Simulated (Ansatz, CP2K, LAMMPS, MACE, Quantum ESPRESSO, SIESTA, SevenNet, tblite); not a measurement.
# tblite runs on Li+ BF4- in gamma-butyrolactone and acetonitrile and diethyl carbonate at 360 K (102 atoms)

Aim: run Li+ BF4- in gamma-butyrolactone and acetonitrile and diethyl carbonate at 360 K (102 atoms) in tblite and see how near its forces come to a plane-wave reference, and at what cost.

Main program and level: tblite 0.8.0; the method is named at each step.

**1. The structure**

The cell holds 102 atoms: 30 C, 12 O, 50 H, 4 N, 1 B, 4 F and 1 Li. Its edges and angles: a = 10.567 Å, b = 10.567 Å, c = 10.567 Å, α = 90.0°, β = 90.0°, γ = 90.0°. 3 gamma-butyrolactone, 4 acetonitrile, 2 diethyl carbonate, 1 Li+, 1 BF4- placed at random, at 1.06 g/cm³; overlaps pushed apart, then 10 ps at 550 K with stiff harmonic cages for PF6 and BF4 with UFF radii; Joung-Cheatham ions (J. Phys. Chem. B 112, 9020 (2008)); MMFF94 bonds, angles, torsions, charges and radii (Halgren, J. Comput. Chem. 17, 490 (1996)) in harmonic and 12-6 forms; charges of ions scaled by 0.8. Snapshot after 30 ps at 360 K and fixed volume.

The yardstick, on the same geometry:

| Item | Value |
| --- | --- |
| method | Kohn-Sham DFT, PBE, PAW, plane waves (Ansatz 0.2.0); cutoff 420 eV, Γ point, fermi-dirac smearing of 0.05 eV; PAW set soft_2 |
| r.m.s. force component | 1.004 eV/Å |
| longest force | 3.721 eV/Å |
| pressure | 2.747 GPa |
| gap (highest filled to lowest empty level) | 4.334 eV |
| SCF cycles | 10 |
| time | 5.8 s on 8 threads of Arm Neoverse V2, shared host |
| CPU time | 40 s |

**2. GFN2-xTB**

Method: GFN2-xTB tight binding, diagonalisation.

Contents of run.py:

```python
import numpy as np
from ase.io import read
from tblite.ase import TBLite

atoms = read("structure.xyz")
atoms.calc = TBLite(method="GFN2-xTB", electronic_temperature=580, accuracy=1.0, max_iterations=250, mixer_damping=0.4, verbosity=1)
energy = atoms.get_potential_energy()
forces = atoms.get_forces()
print(f"energy {energy:.6f} eV")
print("forces (eV/A)")
for i, (a, f) in enumerate(zip(atoms, forces)):
    print(f"{i:4d} {a.symbol:2s} {f[0]:10.5f} {f[1]:10.5f} {f[2]:10.5f}")
stress = -atoms.get_stress(voigt=False) * 160.21766
print("stress (GPa, compression positive)")
for row in stress:
    print(" ".join(f"{x:10.4f}" for x in row))
print("charges (e)")
print(np.array2string(atoms.get_charges(), precision=4, suppress_small=True, max_line_width=110, threshold=100000))
```

Contents of structure.xyz:

```xyz
102
Lattice="10.56699 0.00000 0.00000 0.00000 10.56699 0.00000 0.00000 0.00000 10.56699" Properties=species:S:1:pos:R:3 pbc="T T T"
C 0.94374 4.38076 0.12881
C 1.54289 2.95464 0.56206
O 2.89092 3.03864 0.97692
C 3.03347 3.35967 2.27391
O 2.12312 3.56499 3.08736
O 4.34906 3.57946 2.46073
C 4.80006 3.92733 3.74927
C 4.62950 5.45035 3.90197
H 0.07513 4.45747 10.03970
H 0.78787 4.86536 1.05416
H 1.78646 4.78642 10.15181
H 0.95515 2.58426 1.40361
H 1.34655 2.20945 10.41102
H 4.35899 3.36527 4.58142
H 5.88708 3.75350 3.72423
H 5.14243 6.01262 3.13892
H 3.60725 5.74717 3.89341
H 5.07754 5.77412 4.87223
C 7.96075 1.90438 1.48075
C 7.89365 3.01719 0.57104
O 8.11767 4.18463 1.33841
C 7.55371 5.32418 0.77805
O 6.98394 5.47201 10.27302
O 7.71517 6.32223 1.69812
C 7.19454 7.54050 1.20400
C 8.25282 8.35035 0.55593
H 7.03973 2.02939 2.13855
H 7.97406 0.95536 0.94268
H 8.88916 1.91305 2.01248
H 8.79892 3.02396 10.52948
H 6.97252 3.06316 10.56414
H 6.25027 7.52253 0.64194
H 6.87192 8.15856 2.07567
H 8.92932 7.79527 10.46407
H 7.87780 9.21716 10.55167
H 8.86930 8.74006 1.43045
O 1.59171 10.51426 7.46452
C 0.81831 0.69626 6.89306
C 0.41898 1.93703 7.44835
C 10.50792 2.79423 6.34918
C 10.19789 1.78202 5.29850
O 0.51377 0.71031 5.54249
H 10.25960 1.73890 8.20432
H 1.22419 2.49941 7.93687
H 9.72765 3.40807 6.58577
H 0.75078 3.45974 6.07158
H 9.12417 1.47304 5.20350
H 10.39855 2.19202 4.32126
O 4.04536 5.63369 8.24331
C 3.07838 6.19236 7.70841
C 3.03801 7.57907 7.07555
C 1.79206 7.50827 6.21910
C 0.98231 6.48951 6.92941
O 1.95574 5.52833 7.32557
H 2.84823 8.35109 7.89555
H 3.89901 7.78069 6.46256
[... 42 atom lines left out ...]
F 5.52474 1.87469 7.29175
F 7.04491 3.43829 6.33502
F 6.84762 3.35407 8.49269
Li 5.81903 4.99502 8.65289
```

Started as:

```sh
$ OMP_NUM_THREADS=1 python run.py > output.txt
```

Log:

```text
------------------------------------------------------------
  cycle        total energy    energy error   density error
------------------------------------------------------------
      1     -168.9910790524  -1.7089276E+02   2.2376881E-01
      2     -170.4794575397  -1.4883785E+00   1.1220397E-01
      3     -170.6132541214  -1.3379658E-01   7.7185866E-02
      4     -170.8015581225  -1.8830400E-01   3.0224944E-02
      5     -170.8424566444  -4.0898522E-02   1.0915187E-02
      6     -170.8433383169  -8.8167247E-04   6.3993129E-03
      7     -170.8456675697  -2.3292529E-03   2.4952639E-03
      8     -170.8460128384  -3.4526862E-04   9.6797167E-04
      9     -170.8460227796  -9.9412304E-06   4.7896263E-04
     10     -170.8460243380  -1.5583921E-06   2.6116279E-04
     11     -170.8460269881  -2.6500795E-06   1.3816319E-04
     12     -170.8460272771  -2.8902193E-07   6.5861239E-05
     13     -170.8460274073  -1.3020096E-07   2.7334813E-05
     14     -170.8460274044   2.8544207E-09   1.3807996E-05
------------------------------------------------------------
 total:                                   7.118 sec
energy -4648.957202 eV
forces (eV/A)
   0 C     1.67260   -1.75215   -0.25941
   1 C    -2.07982    1.29561    0.49001
   2 O    -0.57315    0.08561    0.31413
   3 C    -1.05754    1.32888    1.11194
   4 O     2.30884   -0.79345   -1.80725
   5 O    -1.00688   -1.08543   -0.10771
   6 C     0.84569    1.33022    0.08159
   7 C     0.81920   -0.01299    1.52173
   8 H     0.09349   -0.71600    0.35583
   9 H    -0.26483    0.95198    0.64449
  10 H     0.09292    0.63331   -0.09309
  11 H    -0.13432    0.15645    0.49402
  12 H     0.68090   -0.76094   -1.39816
  13 H    -0.18317    0.09719   -0.36932
  14 H    -0.23086   -0.30385    0.09740
  15 H     0.21639   -0.12477   -0.46409
  16 H    -0.85133    0.02716   -0.01143
  17 H    -0.34450   -0.34127   -0.49215
  18 C    -1.57297   -1.85784    1.59591
  19 C     1.33994    1.30134   -1.43686
  20 O    -1.97487    2.86771   -1.07065
  21 C     0.23283   -0.13825    0.73012
  22 O     1.08546   -0.93042    2.01768
  23 O    -0.82367   -1.16473   -1.53945
[...]
94 H    -0.41690   -0.16798   -0.14517
  95 H    -1.18305   -0.00294   -0.44650
  96 B     0.93732   -1.17111    0.97125
  97 F    -0.47172    0.05782    0.24832
  98 F     0.49323    0.75394   -0.34752
  99 F    -0.51297    0.58351   -1.41612
 100 F    -0.70674   -0.09340   -0.08919
 101 Li    0.34637    0.23619   -0.02014
stress (GPa, compression positive)
   -0.6085     0.9526    -0.5289
    0.9526    -0.2513    -0.0431
   -0.5289    -0.0431     0.0099
charges (e)
[-0.1035  0.0882 -0.2478  0.485  -0.4614 -0.2597  0.0978 -0.0925  0.0419  0.0574  0.0502  0.049   0.0562
  0.0573  0.0634  0.0428  0.0468  0.0404 -0.0965  0.0897 -0.2751  0.4749 -0.3858 -0.2543  0.0851 -0.0854
  0.0563  0.0567  0.0513  0.0415  0.0742  0.0715  0.0552  0.0411  0.0506  0.0408 -0.4231  0.365  -0.0761
 -0.0561  0.0893 -0.2655  0.0812  0.0765  0.0646  0.0462  0.0497  0.056  -0.3549  0.3628 -0.0793 -0.0582
  0.0917 -0.244   0.1009  0.0795  0.0656  0.0568  0.0401  0.0425 -0.3457  0.3605 -0.0816 -0.0563  0.0805
 -0.2428  0.0779  0.0774  0.0463  0.0617  0.0493  0.0719 -0.0875  0.1407 -0.2603  0.0836  0.0694  0.0537
 -0.094   0.1248 -0.2597  0.0765  0.0712  0.0878 -0.09    0.132  -0.2705  0.085   0.0771  0.0662 -0.1046
  0.1311 -0.276   0.087   0.0782  0.0974  0.7114 -0.4282 -0.3945 -0.3764 -0.372   0.5272]
```

It took 7.6 s on 1 thread of Arm Neoverse V2, shared host; peak memory 0.16 GiB.

Banners, paths, timers and routine set-up lines are dropped from the logs unmarked, and long logs keep their key lines alone; longer cuts are marked.

Numbers from this run, and their distance from the reference:

* r.m.s. force component: 0.9774 eV/Å
* r.m.s. difference of force components: 437.9 meV/Å
* longest difference of force vectors: 2120 meV/Å
* force difference over r.m.s. force: 43.61 %
* slope of forces against the reference's: 0.8785
* correlation of force components: 0.9027
* pressure: -0.2833 GPa
* pressure difference: -3.031 GPa

Length of the force difference by element (eV/Å):

```tsv
element	atoms	mean	most
B	1	0.48	0.48
C	30	0.72	1.5
F	4	1.1	1.4
H	50	0.21	0.41
Li	1	0.21	0.21
N	4	2.1	2.1
O	12	1.0	1.5
```

Local excerpt of 12 atoms (numbers count through the whole input) about B97, the only B atom; x, y, z are measured from there.

```tsv
atom	x	y	z	distance (Å)	bonds	Mulliken charge (e)	Fx	Fy	Fz (eV/Å)
B97	0.00	0.00	0.00	0.00	4	0.71	0.94	-1.17	0.97
F100	0.32	0.87	-0.96	1.34	1	-0.38	-0.51	0.58	-1.42
F99	-1.20	-0.70	-0.01	1.39	1	-0.39	0.49	0.75	-0.35
F98	1.05	-0.95	0.01	1.42	1	-0.43	-0.47	0.06	0.25
F101	0.12	0.78	1.19	1.43	2	-0.37	-0.71	-0.09	-0.09
Li102	-0.91	2.43	1.35	2.92	4	0.53	0.35	0.24	-0.02
H94	-1.09	-1.36	2.66	3.18	1	0.09	3.22	0.93	0.03
H45	3.00	0.84	-0.71	3.20	1	0.06	-2.41	1.28	0.74
H31	0.25	0.49	3.26	3.31	1	0.07	0.11	0.14	0.11
H47	2.40	-1.10	-2.10	3.37	1	0.05	0.68	-0.14	0.79
H96	-2.48	-1.37	1.86	3.39	1	0.10	-1.18	0.00	-0.45
H72	1.07	-3.26	-0.02	3.43	1	0.07	0.14	-0.09	-0.80
```

Atoms are counted from 1 here, from 0 in the log.

Forces lie 44 % from the reference's, at 0.19 times its CPU time (on 1 against 8 cores).

Left out of this page: tblite IPEA1-xTB (killed or ended with an error).

**3. Results**

```
force difference from the reference : tblite GFN2-xTB, 44 %
its CPU time                        : 7.6 s
```

What this shows: Tight binding differs by 44 % (tblite GFN2-xTB); it is another model, with fitted parameters of its own, and the xTB methods hold dispersion. One electronic-structure run takes under half the reference's CPU time: tblite GFN2-xTB, at 44 % in 7.6 s against 40 s; its pressure misses by -3.0 GPa. Periodic xTB results under one method name differ between programs and library versions. The network of contacts between molecules at the start is that of the classical potential that made the cell, and needn't be the one that DFT or experiment would give. The reference's PBE has no dispersion term, which matters for the binding between molecules or layers. The density was typed from a rule of thumb and may lie off the real one at this temperature. The electronic-structure runs sample only Γ, in a cell whose shortest periodic width is 11 Å.

[Also dropped from logs without a mark: logging warnings of Python, and SIESTA's first energy breakdown and zero terms.]

[Logs are printed without paths, hosts, clocks, repeated set-up lines and the standing remarks that a program may print on its own settings, such as how far it seeks lower states.]

[Hosts, paths, dates, database ids (printed as entryN), source tags and the programs' standing remarks are cut or masked in the printed files.]

[The MMFF94 radii named for the starting cell were scaled by 0.96; in molecules described by MMFF94, hydrogen bound to N, O or S took a small fixed 12-6 site in their place.]
